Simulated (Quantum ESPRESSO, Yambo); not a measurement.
Planning a run of Yambo 5.3.0 on SiO2 (Quartz). The input:

```
HF_and_locXC
gw0
dyson
ppa
em1d
rim_cut
RandQpts= 1000000
RandGvec= 1 RL
EXXRLvcs= 72 Ry
VXCRLvcs= 288 Ry
Chimod= "HARTREE"
% BndsRnXp
 1 | 383 |
%
NGsBlkXp= 15 Ry
% LongDrXp
 1 | 1 | 1 |
%
% GbndRnge
 1 | 383 |
%
DysSolver= "n"
ExtendOut
PPAPntXp= 27.21138 eV
% QPkrange
 5 | 5 | 23 | 26 |
 1 | 1 | 23 | 26 |
%
```

```sh
OMP_NUM_THREADS=2 mpirun -n 2 yambo -F gw1.in -J gw1 -C gw1 > gw1.log
```

The stored states that it reads are on a 3×3×2 mesh. The structure is trigonal, space group P3_121 (No. 152). The conventional cell has a = 4.916 Å, b = 4.916 Å, c = 5.409 Å, α = 90.00°, β = 90.00°, γ = 120.00°. Nearest to Si lie 4 O at 1.61 Å. Nearest to O lie 2 Si at 1.61 Å. Farther neighbours and most contacts between anions are not listed.

Q: How long will it take on 2 MPI ranks of Arm Neoverse V1, shared host, and how much memory?

It took 25 min; on shared hardware allow 12 min to 50 min. Peak host memory was 1.7 GiB.

The screening grows as filled bands × empty bands × pairs of k points, times the square of the screening basis for the matrix.

[Paths, hosts, dates, memory and timing lines, banners, echoed tables and standing remarks are left out of the program output.]

[Logs are printed without paths, hosts, clocks, repeated set-up lines and the standing remarks that a program may print on its own settings, such as how far it seeks lower states.]

[Runs of the session that timed out or met a known fault of the program may be left out.]

[Hosts, paths, dates, database ids (printed as entryN), source tags and the programs' standing remarks are cut or masked in the printed files.]
